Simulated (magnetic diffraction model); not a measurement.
## CsErW: the ordered moment from one line

Space group P6_3mc (no. 186), a = 5.6890 Å, c = 9.0060 Å.

| site | atom | x | y | z |
| --- | --- | --- | --- | --- |
| 2b | W | 1/3 | 2/3 | 0.2267 |
| 2a | Er | 0 | 0 | 0.0071 |
| 2b | Cs | 2/3 | 1/3 | 0.3213 |

The compound is invented for this exercise: a known structure type with other elements, its cell scaled to their sizes and not relaxed.

Only Er is taken to order (form factors of Er3+); orders and moment sizes are assumed, and not adapted to the symmetry. Radiation: neutrons of λ = 2.36 Å, 5° to 80°; isotropic B of 0.18 Å² (W), 0.14 Å² (Er) and 0.2 Å² (Cs). Simulated constant-wavelength pattern: nuclear and magnetic terms add, the magnetic one as |2.695 fm × Σ f S⊥ exp(2πi Q·r) exp(−B s²)|², summed over all Q at one angle with the factor 1/(sin²θ cos θ). For collinear order S is the moment m, which repeats by lattice and centring translations R with the sign exp(−2πi k·R). Free-ion form factors, Sears's scattering lengths of 1992, no absorption; a label names one of the reflections at its angle. The strongest nuclear line in the range is 100, and lines under 0.2 are left out.

In a first state the assumed order is k = (0 0 1/2), collinear moments along [101], 7.5 μB on Er; signs + at (0, 0, 0.0071), − at (0, 0, 0.5071), with this pattern:

```
2θ (°)      index  nuclear  magnetic
  7.51  (0 0 1/2)      0.0     186.8
 22.67  (0 0 3/2)      0.0      20.1
 27.71    (1 0 0)      5.2       0.0
 28.75  (1 0 1/2)      0.0     212.4
 30.38    (0 0 2)      1.0       0.0
 31.69    (1 0 1)      8.1       0.0
 36.10  (1 0 3/2)      0.0     101.7
 38.24  (0 0 5/2)      0.0       6.8
 41.59    (1 0 2)    100.0       0.0
 47.88  (1 0 5/2)      0.0      43.4
 49.02    (1 1 0)     85.5       0.0
 49.67  (1 1 1/2)      0.0      70.0
 54.59  (0 0 7/2)      0.0       3.2
 54.65  (1 1 3/2)      0.0      51.0
 54.81    (1 0 3)     20.9       0.0
 57.24    (2 0 0)      1.4       0.0
```
(The table stops after 16 lines; 16 more lie at higher angle.)

**Question.** Nearer the ordering temperature the line at 28.75° has total intensity 153.7 on the same scale, and all moments have shrunk alike. How large is the Er moment?

The nuclear part, 0.0, stays, so the magnetic part is 153.7 against 212.4. It goes as m², so m = 7.5 × √(153.7/212.4) = 6.38 μB; the value used was 6.38 μB.

[Logs are printed without paths, hosts, clocks, repeated set-up lines and the standing remarks that a program may print on its own settings, such as how far it seeks lower states.]
